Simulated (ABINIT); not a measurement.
**CsCdCl3 (Pm-3m): G0W0 with ABINIT, start to end**

How does a plane-wave GW calculation on CsCdCl3 (Pm-3m) run from the first input to the gap?

Program: ABINIT 10.8.3. Level of theory: LDA and many-body steps on it, plane waves. Results are calculated unless marked as measured.

The database entry behind the starting cell is an old determination (1928), so it need not match the best structure at ambient conditions.

## Step 1: The starting structure

It takes space group Pm-3m (No. 221, cubic). The conventional cell has a = 5.200 Å, b = 5.200 Å, c = 5.200 Å, α = 90.00°, β = 90.00°, γ = 90.00°. Cs has 12 Cl at 3.68 Å nearest. Nearest to Cd lie 6 Cl at 2.60 Å. Nearest to Cl lie 2 Cd at 2.60 Å and 4 Cs at 3.68 Å. Farther neighbours and most contacts between anions are not listed.

The cell and positions come from the Crystallography Open Database and are kept as given unless a step says otherwise. Spin-orbit coupling is left out unless a step names it.

## Step 2: Ground state

This step: ABINIT 10.8.3; DFT, LDA, plane waves, norm-conserving pseudopotentials.

The ground-state density comes first.

Input file run.abi:

```
acell 3*1.0 Angstrom
rprim 
  5.200000000000 0.000000000000 0.000000000000
  0.000000000000 5.200000000000 0.000000000000
  0.000000000000 0.000000000000 5.200000000000
ntypat 3
znucl 55 48 17
natom 5
typat 1 2 3 3 3
xred 
  0.000000000000 0.000000000000 0.000000000000
  0.500000000000 0.500000000000 0.500000000000
  0.000000000000 0.500000000000 0.500000000000
  0.500000000000 0.000000000000 0.500000000000
  0.500000000000 0.500000000000 0.000000000000
pp_dirpath "pseudos"
pseudos "Cs.upf, Cd.upf, Cl.upf"
ecut 47
ngkpt 4 4 4
nshiftk 1
shiftk 0 0 0
kptopt 1
chksymbreak 0
nband 31
occopt 1
tolvrs 1e-10
nstep 60
prtwf 0
optforces 0
optstress 0
indata_prefix "in"
outdata_prefix "out"
tmpdata_prefix "tmp"
```

Started as:

```
OMP_NUM_THREADS=1 mpirun -n 4 abinit run.abi > log
```

Numbers of over 12 decimals in the logs are rounded to 6 here.

The program printed:

```text
.Version 10.8.3 of ABINIT. v10.8.2 released Aug 2026.

 Symmetries : space group Pm -3 m (#221); Bravais cP (primitive cubic)
================================================================================
 Values of the parameters that define the memory need of the present run
     intxc =       0    ionmov =       0      iscf =       7    lmnmax =       8
     lnmax =       8     mgfft =      64  mpssoang =       4    mqgrid =    3033
     natom =       5  nloc_mem =       1    nspden =       1   nspinor =       1
    nsppol =       1      nsym =      48    n1xccc =    2501    ntypat =       3
    occopt =       1   xclevel =       1
-    mband =          31        mffmem =           1         mkmem =           3
       mpw =       14627          nfft =      262144          nkpt =          10
================================================================================
  Rough estimation (10% accuracy) of disk space for files :
================================================================================

--------------------------------------------------------------------------------
------------- Echo of variables that govern the present computation ------------
--------------------------------------------------------------------------------
 -outvars: echo values of preprocessed input variables --------
            acell      1.8897261259E+00  1.8897261259E+00  1.8897261259E+00 Bohr

      chksymbreak           0
             ecut      4.70000000E+01 Hartree
-          fftalg         312

              ixc       -1012
              kpt      0.00000000E+00  0.00000000E+00  0.00000000E+00
                       2.50000000E-01  0.00000000E+00  0.00000000E+00
                       5.00000000E-01  0.00000000E+00  0.00000000E+00
                       2.50000000E-01  2.50000000E-01  0.00000000E+00
                       5.00000000E-01  2.50000000E-01  0.00000000E+00
                       5.00000000E-01  5.00000000E-01  0.00000000E+00
                       2.50000000E-01  2.50000000E-01  2.50000000E-01
                       5.00000000E-01  2.50000000E-01  2.50000000E-01
                       5.00000000E-01  5.00000000E-01  2.50000000E-01
                       5.00000000E-01  5.00000000E-01  5.00000000E-01
         kptrlatt        4    0    0      0    4    0      0    0    4
          kptrlen      3.93063034E+01
P           mkmem           3
            natom           5
            nband          31
            ngfft          64      64      64
             nkpt          10
            nstep          60
             nsym          48
           ntypat           3
              occ      2.000000  2.000000  2.000000  2.000000  2.000000  2.000000
                       2.000000  2.000000  2.000000  2.000000  2.000000  2.000000
                       2.000000  2.000000  2.000000  2.000000  2.000000  2.000000
                       2.000000  2.000000  2.000000  2.000000  2.000000  2.000000
                       2.000000  0.000000  0.000000  0.000000  0.000000  0.000000
                       0.000000
        optforces           0
        optstress           0
            prtwf           0
            rprim      5.2000000000E+00  0.0000000000E+00  0.0000000000E+00
                       0.0000000000E+00  5.2000000000E+00  0.0000000000E+00
[...]
spgroup         221

           tolvrs      1.00000000E-10

             xred      0.0000000000E+00  0.0000000000E+00  0.0000000000E+00
[...]
znucl       55.00000   48.00000   17.00000

================================================================================

 chkinp: Checking input parameters for consistency.

================================================================================
== DATASET  1 ==================================================================
-   mpi_nproc: 4, omp_nthreads: 1 (-1 if OMP is not activated)

--- !DatasetInfo
iteration_state: {dtset: 1, }
dimensions: {natom: 5, nkpt: 10, mband: 31, nsppol: 1, nspinor: 1, nspden: 1, mpw: 14627, }
cutoff_energies: {ecut:  47.0, pawecutdg:  -1.0, }
electrons: {nelect:   5.00000000E+01, charge:   0.00000000E+00, occopt:   1.00000000E+00, tsmear:   1.00000000E-02, }

 Real(R)+Recip(G) space primitive vectors, cartesian coordinates (Bohr,Bohr^-1):
 R(1)=  9.8265759  0.0000000  0.0000000  G(1)=  0.1017648  0.0000000  0.0000000
 R(2)=  0.0000000  9.8265759  0.0000000  G(2)=  0.0000000  0.1017648  0.0000000
 R(3)=  0.0000000  0.0000000  9.8265759  G(3)=  0.0000000  0.0000000  0.1017648
 Unit cell volume ucvol=  9.4886982E+02 bohr^3
 Angles (23,13,12)=  9.00000000E+01  9.00000000E+01  9.00000000E+01 degrees

 getcut: wavevector=  0.0000  0.0000  0.0000  ngfft=  64  64  64
         ecut(hartree)=     47.000   => boxcut(ratio)=   2.11039

--- Pseudopotential description ------------------------------------------------
- Cs Generated using ONCVPSP code by D. R. Hamann
- 55.00000   9.00000  201201                  znucl, zion, pspdat
12 -1012 3 -1 2328                            pspcod,pspxc,lmax,lloc,mmax
     nproj     2     2     2     2
  pspatm : epsatm=   21.68725381
         --- l  ekb(1:nproj) -->
[...]
pspatm: atomic psp has been read  and splines computed

- Cd Generated using ONCVPSP code by D. R. Hamann
- 48.00000  20.00000  180309                  znucl, zion, pspdat
12 -1012 2 -1 1336                            pspcod,pspxc,lmax,lloc,mmax
     nproj     2     2     2     0
  pspatm : epsatm=   23.37058476
         --- l  ekb(1:nproj) -->
[...]
pspatm: atomic psp has been read  and splines computed

- Cl Generated using ONCVPSP code by D. R. Hamann
- 17.00000   7.00000  180309                  znucl, zion, pspdat
12 -1012 2 -1 1016                            pspcod,pspxc,lmax,lloc,mmax
     nproj     2     2     2     0
  pspatm : epsatm=    8.88507506
         --- l  ekb(1:nproj) -->
[...]
pspatm: atomic psp has been read  and splines computed

   3.58565319E+03                                ecore*ucvol(ha*bohr**3)
--------------------------------------------------------------------------------

_setup2: Arith. and geom. avg. npw (full set) are   14603.141   14603.125

================================================================================

--- !BeginCycle
iteration_state: {dtset: 1, }
solver: {iscf: 7, nstep: 60, nline: 4, wfoptalg: 0, }
tolerances: {tolvrs: 1.00E-10, }

     iter   Etot(hartree)      deltaE(h)  residm     vres2
 ETOT  1  -237.52176464707    -2.375E+02 3.663E+00 5.956E+04
 ETOT  2  -239.68441559865    -2.163E+00 1.579E+00 8.066E+04
 ETOT  3  -247.24887305019    -7.564E+00 6.161E-01 9.279E+03
 ETOT  4  -247.83127508919    -5.824E-01 1.076E-01 4.675E+03
 ETOT  5  -248.05279619862    -2.215E-01 1.181E-02 1.919E+03
 ETOT  6  -248.12197109660    -6.917E-02 1.429E-02 1.054E+03
 ETOT  7  -248.16356427798    -4.159E-02 1.584E-02 4.710E+02
 ETOT  8  -248.19787326773    -3.431E-02 1.613E-02 7.349E+00
 ETOT  9  -248.19862781257    -7.545E-04 6.897E-03 1.150E+00
 ETOT 10  -248.19871665473    -8.884E-05 3.120E-03 4.449E-03
[...]
ETOT 16  -248.19871789952    -1.063E-11 3.888E-04 1.618E-08
 ETOT 17  -248.19871789952     5.372E-12 8.053E-04 3.893E-09
 ETOT 18  -248.19871789953    -1.143E-11 1.076E-04 6.368E-10
 ETOT 19  -248.19871789955    -1.771E-11 2.331E-04 2.015E-10
 ETOT 20  -248.19871789952     2.311E-11 3.168E-05 3.818E-12

 At SCF step   20       vres2   =  3.82E-12 < tolvrs=  1.00E-10 =>converged.

--- !ResultsGS
iteration_state: {dtset: 1, }
comment   : Summary of ground state results
lattice_vectors:
- [  9.8265759,   0.0000000,   0.0000000, ]
- [  0.0000000,   9.8265759,   0.0000000, ]
- [  0.0000000,   0.0000000,   9.8265759, ]
lattice_lengths: [   9.82658,    9.82658,    9.82658, ]
lattice_angles: [ 90.000,  90.000,  90.000, ] # degrees, (23, 13, 12)
lattice_volume:   9.4886982E+02
convergence: {deltae:  2.311E-11, res2:  3.818E-12, residm:  3.168E-05, diffor:  0.000E+00, }
etotal    :  -2.48198718E+02
entropy   :   0.00000000E+00
fermie    :   6.17707458E-02
cartesian_stress_tensor: null
pressure_GPa: null
xred      :
- [  0.0000E+00,   0.0000E+00,   0.0000E+00, Cs]
- [  5.0000E-01,   5.0000E-01,   5.0000E-01, Cd]
- [  0.0000E+00,   5.0000E-01,   5.0000E-01, Cl]
- [  5.0000E-01,   0.0000E+00,   5.0000E-01, Cl]
- [  5.0000E-01,   5.0000E-01,   0.0000E+00, Cl]
cartesian_forces: null
force_length_stats: {min: null, max: null, mean: null, }

 Integrated electronic density in atomic spheres:
 ------------------------------------------------
 Atom  Sphere_radius  Integrated_density
[...]
================================================================================

 ----iterations are completed or convergence reached----

 Mean square residual over all n,k,spin=   30.900E-08; max=  31.679E-06
 reduced coordinates (array xred) for    5 atoms
       0.000000000000      0.000000000000      0.000000000000
       0.500000000000      0.500000000000      0.500000000000
       0.000000000000      0.500000000000      0.500000000000
       0.500000000000      0.000000000000      0.500000000000
       0.500000000000      0.500000000000      0.000000000000
 rms dE/dt=  0.0000E+00; max dE/dt=  0.0000E+00; dE/dt below (all hartree)
    1       0.000000000000      0.000000000000      0.000000000000
    2       0.000000000000      0.000000000000      0.000000000000
    3       0.000000000000      0.000000000000      0.000000000000
    4       0.000000000000      0.000000000000      0.000000000000
    5       0.000000000000      0.000000000000      0.000000000000

 cartesian coordinates (angstrom) at end:
    1      0.000000     0.000000     0.000000
    2      2.600000     2.600000     2.600000
    3      0.000000     2.600000     2.600000
    4      2.600000     0.000000     2.600000
    5      2.600000     2.600000     0.000000
 length scales=  1.889726125908  1.889726125908  1.889726125908 bohr
              =  1.000000000000  1.000000000000  1.000000000000 angstroms
 prteigrs : about to open file out_EIG
 Fermi (or HOMO) energy (hartree) =   0.06177   Average Vxc (hartree)=  -0.34417
 Eigenvalues (hartree) for nkpt=  10  k points:
 kpt#   1, nband= 31, wtk=  0.01563, kpt=  0.0000  0.0000  0.0000 (reduced coord)
  -3.62760   -2.20048   -2.20048   -2.20048   -0.63658   -0.43689   -0.41646   -0.41646
  -0.17869   -0.17869   -0.17869   -0.16812   -0.16812   -0.15338   -0.15338   -0.15338
  -0.04353   -0.04353   -0.04353    0.02831    0.02831    0.02831    0.04035    0.04035
   0.04035    0.11729    0.26627    0.27860    0.27860    0.32541    0.32541
 prteigrs : prtvol=0 or 1, do not print more k-points.

--- !EnergyTerms
iteration_state     : {dtset: 1, }
comment             : Components of total free energy in Hartree
kinetic             :  8.33601898485886E+01
hartree             :  8.89716748580994E+01
xc                  : -4.43564626335548E+01
Ewald energy        : -1.29371482460484E+02
psp_core            :  3.77886736060203E+00
local_psp           : -2.64489316698152E+02
non_local_psp       :  1.39078118253784E+01
total_energy        : -2.48198717899522E+02
total_energy_eV     : -6.75383117852118E+03
band_energy         : -2.68516643996619E+01

== END DATASET(S) ==============================================================
================================================================================

 -outvars: echo values of variables after computation  --------
           etotal     -2.4819871790E+02
            nband          31
             nkpt          10
          spgroup         221
 [... the other variables as echoed above ...]

 Calculation completed.
```

Run time: 1.7 min. Hardware: 4 MPI ranks of Arm Neoverse V1, shared host; peak memory 0.55 GiB.

This step gave:

```
total energy               : -6753.8312 eV
gap                        : 1.511 eV
k of the valence top       : 0.5, 0.5, 0.5
k of the conduction bottom : 0, 0, 0
least direct gap           : 2.094 eV
```

The gap is indirect, with the least direct gap 0.58 eV higher.

(Continued in part 2 of 3.)

[Paths, hosts, dates, memory and timing lines, banners, echoed tables and standing remarks are left out of the program output.]

[Logs are printed without paths, hosts, clocks, repeated set-up lines and the standing remarks that a program may print on its own settings, such as how far it seeks lower states.]

[Runs of the session that timed out or met a known fault of the program may be left out.]

[Hosts, paths, dates, database ids (printed as entryN), source tags and the programs' standing remarks are cut or masked in the printed files.]

[G0W0 gaps are taken among the corrected bands and points alone; a level outside them can change the order at an edge.]

[Where Ansatz stands beside ABINIT at settings called matched, ABINIT's density can come from a denser mesh and the files from another edition; pairs whose starting gaps differed by over 0.03 eV were left out, so agreement reads better than it is.]
